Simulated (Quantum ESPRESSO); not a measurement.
**ZnS (F-43m): from Born charge to LO-TO splitting**

Aim: work out the LO frequency and the static dielectric constant of ZnS (F-43m) from one linear-response run, then check them.

Calculated with Quantum ESPRESSO 7.5; DFT PBE, scalar-relativistic, plane waves, PseudoDojo norm-conserving pseudopotentials.

The database entry behind the starting cell differs from later determinations by our own check (about 0.1 % short), so it need not match the best structure at ambient conditions.

## Step 1: The relaxed structure

The structure is cubic, space group F-43m (No. 216). Conventional cell: a = 5.448 Å, b = 5.448 Å, c = 5.448 Å, α = 90.00°, β = 90.00°, γ = 90.00°. Nearest to Zn lie 4 S at 2.36 Å. Nearest to S lie 4 Zn at 2.36 Å. Farther neighbours and most contacts between anions are not listed.

This is the cell after its relaxation at this level of theory, not the database cell from which that began.

## Step 2: What the response run gave

A linear-response run on the relaxed cell, with the response to an electric field; only its zone-centre results are used. Cutoff 92 Ry, k mesh 12×12×12.

The program printed:

```text
[banners, grids, parts of the stress and lines that vanish by symmetry left out]
Program PHONON v.7.5
     Reading xml data from directory:

[...]
Exchange-correlation= PBE
                           (   1   4   3   4   0   0   0)
[...]
kinetic-energy cut-off    =      92.0000  Ry
     charge density cut-off    =     368.0000  Ry
     convergence threshold     =      1.0E-18
[...]
Exchange-correlation= PBE
                           (   1   4   3   4   0   0   0)
[...]
q = (   0.0000000   0.0000000   0.0000000 )
     25 Sym.Ops. (with q -> -q+G )
     G cutoff =  988.0271  (  32647 G-vectors)     FFT grid: ( 45, 45, 45)
     number of k points=    72
[...]
Mode symmetry, T_d (-43m)  point group:
[...]
Dielectric constant
[...]
End of electric fields calculation
          Dielectric constant in cartesian axis
          (       5.984000993       0.000000000       0.000000000 )
          (       0.000000000       5.984000993       0.000000000 )
          (       0.000000000       0.000000000       5.984000993 )
          Effective charges (d Force / dE) in cartesian axis without acoustic sum rule applied (asr)
           atom    1  Zn    Mean Z*:        2.03227
      Ex  (        2.03227        0.00000        0.00000 )
      Ey  (        0.00000        2.03227        0.00000 )
      Ez  (        0.00000        0.00000        2.03227 )
           atom    2  S     Mean Z*:       -2.03317
      Ex  (       -2.03317        0.00000       -0.00000 )
      Ey  (        0.00000       -2.03317       -0.00000 )
      Ez  (       -0.00000       -0.00000       -2.03317 )
          Effective charges Sum: Mean:       -0.00090
[...]
Effective charges (d Force / dE) in cartesian axis with asr applied:
           atom    1  Zn    Mean Z*:        2.03272
[...]
atom    2  S     Mean Z*:       -2.03272
[...]
Representation #   1 modes #   1   2   3
[...]
End of self-consistent calculation
     Convergence has been achieved
     Representation #   2 modes #   4   5   6
[...]
End of self-consistent calculation
     Convergence has been achieved
[...]
Dielectric constant in cartesian axis
          (       5.984000993       0.000000000       0.000000000 )
          (       0.000000000       5.984000993       0.000000000 )
          (       0.000000000       0.000000000       5.984000993 )
          Effective charges (d Force / dE) in cartesian axis without acoustic sum rule applied (asr)
           atom    1  Zn    Mean Z*:        2.03227
      Ex  (        2.03227        0.00000        0.00000 )
      Ey  (        0.00000        2.03227        0.00000 )
      Ez  (        0.00000        0.00000        2.03227 )
           atom    2  S     Mean Z*:       -2.03317
      Ex  (       -2.03317        0.00000       -0.00000 )
      Ey  (        0.00000       -2.03317       -0.00000 )
      Ez  (       -0.00000       -0.00000       -2.03317 )
          Effective charges Sum: Mean:       -0.00090
[...]
Effective charges (d Force / dE) in cartesian axis with asr applied:
           atom    1  Zn    Mean Z*:        2.03272
[...]
atom    2  S     Mean Z*:       -2.03272
[...]
q = (    0.000000000   0.000000000   0.000000000 )
[...]
freq (    1) =      -0.089892 [THz] =      -2.998474 [cm-1]
     freq (    2) =      -0.089892 [THz] =      -2.998474 [cm-1]
     freq (    3) =      -0.089892 [THz] =      -2.998474 [cm-1]
     freq (    4) =       7.779761 [THz] =     259.504890 [cm-1]
     freq (    5) =       7.779761 [THz] =     259.504890 [cm-1]
     freq (    6) =       7.779761 [THz] =     259.504890 [cm-1]
[...]
Mode symmetry, T_d (-43m)  point group:
     freq (   1-   3) =         -3.0  [cm-1]   --> T_2  G_15 P_4   I+R
     freq (   4-   6) =        259.5  [cm-1]   --> T_2  G_15 P_4   I+R

   JOB DONE.
```

| quantity | value |
| --- | --- |
| cell volume Ω (Å³) | 40.426 |
| mass of Zn (u) | 65.380 |
| mass of S (u) | 32.060 |
| Born charge of Zn, raw (e) | 2.032 |
| Born charge of S, raw (e) | -2.033 |
| ε∞ | 5.984 |
| ω(TO) after the sum rule (cm⁻¹) | 259.5 |

## Step 3: The calculation

The charges must sum to zero over the cell; taking off their mean, 0.000 e, leaves Z* = 2.033 e on Zn. In the polar mode Zn moves against S, so the reduced mass is μ = 65.38 × 32.06 / 97.44 = 21.512 u.

A longitudinal wave builds up a field that adds to the restoring force: ω(LO)² = ω(TO)² + 4π Z*² / (μ Ω ε∞), in Hartree atomic units. With μ = 39213 electron masses and Ω = 272.81 bohr³ the second term is 8.1114e-07 Ha², or 39072 cm⁻² (1 Ha = 219474.6 cm⁻¹).

So ω(LO) = √(67351 + 39072) = 326.2 cm⁻¹, and by the Lyddane-Sachs-Teller relation ε₀ = ε∞ (ω(LO)/ω(TO))² = 9.46.

## Step 4: Check against the program

The analysis program adds the same non-analytic term to the full matrix, here for q along (1 0 0).

The program printed:

```text
[banner, memory and clock lines left out]
Program DYNMAT v.7.5

     Reading Dynamical Matrix from file g.dyn
     ...Force constants read
     ...epsilon and Z* read

     Polarizability (A^3 units)
     multiply by 0.375751 for Clausius-Mossotti correction
        16.033666    0.000000    0.000000
         0.000000   16.033666    0.000000
         0.000000    0.000000   16.033666

     IR activities are in (D/A)^2/amu units

# mode   [cm-1]    [THz]      IR
    1     -0.00   -0.0000    0.0000
    2     -0.00   -0.0000    0.0000
    3      0.00    0.0000    0.0000
    4    259.52    7.7802    4.4315
    5    259.52    7.7802    4.4315
    6    326.22    9.7799    4.4315
```

ε₀ comes from the program's run without a direction of q.

| quantity | by hand | program |
| --- | --- | --- |
| ω(LO) (cm⁻¹) | 326.2 | 326.2 |
| ε₀ | 9.46 | 9.46 |

## Step 5: Outcome

| Quantity | Value |
| --- | --- |
| TO mode | 259.5 cm⁻¹ |
| LO mode | 326.2 cm⁻¹ |
| static dielectric constant | 9.455 |

The LO mode of ZnS (F-43m) lies at 326 cm⁻¹, 67 cm⁻¹ above the TO mode; the formula meets the program within 0.1 cm⁻¹, as it must for a cubic crystal with one polar mode. ω(LO)² − ω(TO)² goes with Z*²/ε∞: an error of 5 % in ε∞ would move the LO mode by 2.9 cm⁻¹, and semilocal functionals tend to overestimate ε∞. These are harmonic values at zero temperature, at the volume of this functional, for the structure held cubic; stability elsewhere in the zone is no part of this calculation.

[Host names and launcher messages were left out of these logs when they were recorded.]

[Logs are printed without paths, hosts, clocks, repeated set-up lines and the standing remarks that a program may print on its own settings, such as how far it seeks lower states.]

[Hosts, paths, dates, database ids (printed as entryN), source tags and the programs' standing remarks are cut or masked in the printed files.]
